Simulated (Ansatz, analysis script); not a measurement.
# AlCo: where the moment collapses, part 2 of 2

How do the moments of AlCo answer to compression and expansion?

Ansatz 0.2.0; PBE, PAW set soft_1.

So far. Step 5 (Factor 0.7, starting moments cut to 30 %): It ends non-magnetic, with 0 μB on the largest site. Step 6 (Factor 0.86, typed moments): It ends non-magnetic, with 0 μB on the largest site.

## 7. Factor 1, typed moments

Level of this step: Ansatz DFT, collinear, cell scaled evenly; PBE, PAW set soft_1; PAW set soft_1 (Ansatz).

input.yaml

```yaml
crystal:
  lattice:
    - [2.81940321, 0.0, 0.0]
    - [0.0, 2.81940321, 0.0]
    - [0.0, 0.0, 2.81940321]
  atoms:
    - { symbol: Al, position: [0.0, 0.0, 0.0] }
    - { symbol: Co, position: [0.5, 0.5, 0.5], spin: 2.0 }
magnetization:
  spin_polarized: true
kpoints:
  mp_grid: { grid: [15, 15, 15] }
hamiltonian:
  xc: pbe
  pseudopotentials: { kind: paw, azcp: { folder: soft_1 } }
scf:
  occupations: { method: fermi_dirac, width: 0.05 }
  max_iter: 120
  convergence: { dr2_threshold: 1.0e-08 }
  lower_state_search: "off"
basis:
  ecutwfc: 420.0
output:
  stress: true
```

On the command line:

```console
$ ansatz run input.yaml --threads 1 --pin off --max-ram 2560MiB --backend cpu --events-out ev --progress --plain --runs-dir out
```

Numbers of over 12 decimals in the logs are rounded to 6 here.

The log of the run:

```text
[...]
Crystal: 2 atoms, lattice volume = 22.412 Å³
Basis set: ecut = 420 eV, 461 PW (Γ)
Bands: 15, of which v1, the nominal top of the filled ones, is band 10 counted from 1 (9 counted from 0)
Symmetry: 48 space group operations
[...]
k-points: 120 of 3375
[...]
Internal energy: -5664.826363 eV  (E = F + TS)
E sigma→0 (E₀):  -5664.829496 eV
Entropy (-TS):   -0.006266 eV (-3.133 meV/atom)
Fermi energy:    15.044474 eV
[...]
--- Stress (GPa, compression-positive) ---
        6.615482       0.000000       0.000000
       -0.000000       6.615482       0.000000
       -0.000000       0.000000       6.615482
  P = ⅓ Tr σ = 6.6155 GPa (66.155 kbar)
[key lines of the parts left out:]
SCF converged after 18 iterations
Magnetization: -0.0000 μB (10.0000 up, 10.0000 down)
Free energy (F): -5664.832629 eV
```

Elapsed: 25 s, on 1 thread of Intel Xeon at 2.50GHz (Skylake/Cascade Lake), shared host; peak memory 0.34 GiB.

It ends non-magnetic, with 0 μB on the largest site.

## 8. Factor 1.15, typed moments

input.yaml, as its differences from that of step 7:

```diff
@@ -2,5 +2,5 @@
   lattice:
-    - [2.81940321, 0.0, 0.0]
-    - [0.0, 2.81940321, 0.0]
-    - [0.0, 0.0, 2.81940321]
+    - [2.95385929, 0.0, 0.0]
+    - [0.0, 2.95385929, 0.0]
+    - [0.0, 0.0, 2.95385929]
   atoms:
```

The log of the run:

```text
[...]
Crystal: 2 atoms, lattice volume = 25.773 Å³
Basis set: ecut = 420 eV, 485 PW (Γ)
Bands: 15, of which v1, the nominal top of the filled ones, is band 10 counted from 1 (9 counted from 0)
Symmetry: 48 space group operations
[...]
k-points: 120 of 3375
[...]
Internal energy: -5664.706598 eV  (E = F + TS)
E sigma→0 (E₀):  -5664.711031 eV
Entropy (-TS):   -0.008866 eV (-4.433 meV/atom)
Fermi energy:    12.697936 eV
[...]
--- Stress (GPa, compression-positive) ---
      -15.036221       0.000000      -0.000000
        0.000000     -15.036221       0.000000
        0.000000       0.000000     -15.036221
  P = ⅓ Tr σ = -15.0362 GPa (-150.362 kbar)
[key lines of the parts left out:]
SCF converged after 21 iterations
Magnetization: -0.0000 μB (10.0000 up, 10.0000 down)
Free energy (F): -5664.715463 eV
```

Wall time 33 s (1 thread); peak memory 0.35 GiB.

It ends non-magnetic, with 0 μB on the largest site.

## 9. Factor 1.25, no spin

input.yaml, the sections that differ from step 8:

```yaml
crystal:
  lattice:
    - [3.03711004, 0.0, 0.0]
    - [0.0, 3.03711004, 0.0]
    - [0.0, 0.0, 3.03711004]
  atoms:
    - { symbol: Al, position: [0.0, 0.0, 0.0] }
    - { symbol: Co, position: [0.5, 0.5, 0.5] }
scf:
  occupations: { method: fermi_dirac, width: 0.05 }
  max_iter: 120
  convergence: { dr2_threshold: 1.0e-08 }
# kpoints, hamiltonian, basis, output: as in step 8
# magnetization: removed
```

The log of the run:

```text
[...]
Crystal: 2 atoms, lattice volume = 28.014 Å³
Basis set: ecut = 420 eV, 515 PW (Γ)
Bands: 14, of which v1, the nominal top of the filled ones, is band 10 counted from 1 (9 counted from 0)
Symmetry: 48 space group operations
[...]
k-points: 120 of 3375
[...]
SCF iter   1: F=—  HF=-5664.898568 eV  |F-HF|=—  |Δ(HF+E_count)|=         —  Δρ=1.31e-1  dr2=4.02e0  ethr=3.10e-3  ⟨swp⟩=4.3  Hψ=7876  notcnv=0
[...]
SCF iter   8: F=-5664.448557 eV  HF=-5664.448557 eV  |F-HF|=1.01e-10  |Δ(HF+E_count)|=   2.22e-8  Δρ=1.96e-6  dr2=5.68e-10  ethr=5.00e-11  ⟨swp⟩=4.0  Hψ=5737  notcnv=0
SCF 1 converged in 8 iterations: F = -5664.448557 eV  dr2 = 5.68e-10
[...]
SCF converged after 8 iterations
Free energy (F): -5664.448557 eV
[...]
Internal energy: -5664.437836 eV  (E = F + TS)
E sigma→0 (E₀):  -5664.443196 eV
Entropy (-TS):   -0.010721 eV (-5.360 meV/atom)
Fermi energy:    11.434349 eV
[...]
--- Stress (GPa, compression-positive) ---
      -22.467906       0.000000       0.000000
       -0.000000     -22.467906       0.000000
       -0.000000       0.000000     -22.467906
  P = ⅓ Tr σ = -22.4679 GPa (-224.679 kbar)
```

It took 8.5 s on 1 thread; peak memory 0.34 GiB.

This is the reference without moments at this size.

18 more runs differ from these in the same keys alone and are tabled below.

## 10. The curves

| factor | E typed (meV/atom) | E small | E no spin | largest moment, typed (μB) | small | state, typed | state, small |
| --- | --- | --- | --- | --- | --- | --- | --- |
| 0.7 | 1326.6 | 1326.6 | 1326.6 | 0.00 | 0.00 | non-magnetic | non-magnetic |
| 0.78 | 635.7 | 635.7 | 635.7 | 0.00 | 0.00 | non-magnetic | non-magnetic |
| 0.86 | 248.8 | 248.8 | 248.8 | 0.00 | 0.00 | non-magnetic | non-magnetic |
| 0.93 | 73.3 | 73.3 | 73.3 | 0.00 | 0.00 | non-magnetic | non-magnetic |
| 1 | 0.8 | 0.8 | 0.8 | 0.00 | 0.00 | non-magnetic | non-magnetic |
| 1.07 | 0.0 | 0.0 | 0.0 | 0.00 | 0.00 | non-magnetic | non-magnetic |
| 1.15 | 59.4 | 59.4 | 59.4 | 0.00 | 0.00 | non-magnetic | non-magnetic |
| 1.25 | 192.6 | 192.6 | 192.9 | 0.18 | 0.18 | ferromagnetic | ferromagnetic |

## 11. What came out

| Item | Value |
| --- | --- |
| lowest run | factor 1.07, typed moments |
| largest moment, typed start | 0 μB at 0.7 to 0.181 μB at 1.25 |
| gain by magnetism | 0.0 to 0.2 meV/atom |

What this shows: From a factor of 0.7 to 1.25 the largest moment goes from 0 to 0.181 μB. Where moments appear they stay small, near their onset, where mesh and smearing decide. Site moments are taken in spheres that grow with the cell. Both magnetic starts, which share one pattern of signs, end on one state at every size; other orders were not tried. The cell's shape and the atoms were not relaxed. The 24 scaled-cell runs took 7.3 min of wall time, added up.

[Logs and program files are shortened in this print: banners, set-up blocks, solver, clock and traceback lines can be left out without a mark of their own.]

[Logs are printed without paths, hosts, clocks, repeated set-up lines and the standing remarks that a program may print on its own settings, such as how far it seeks lower states.]

[Hosts, paths, dates, database ids (printed as entryN), source tags and the programs' standing remarks are cut or masked in the printed files.]

[Where the input sets lower_state_search to off, the program did not look for lower states, so one may exist.]
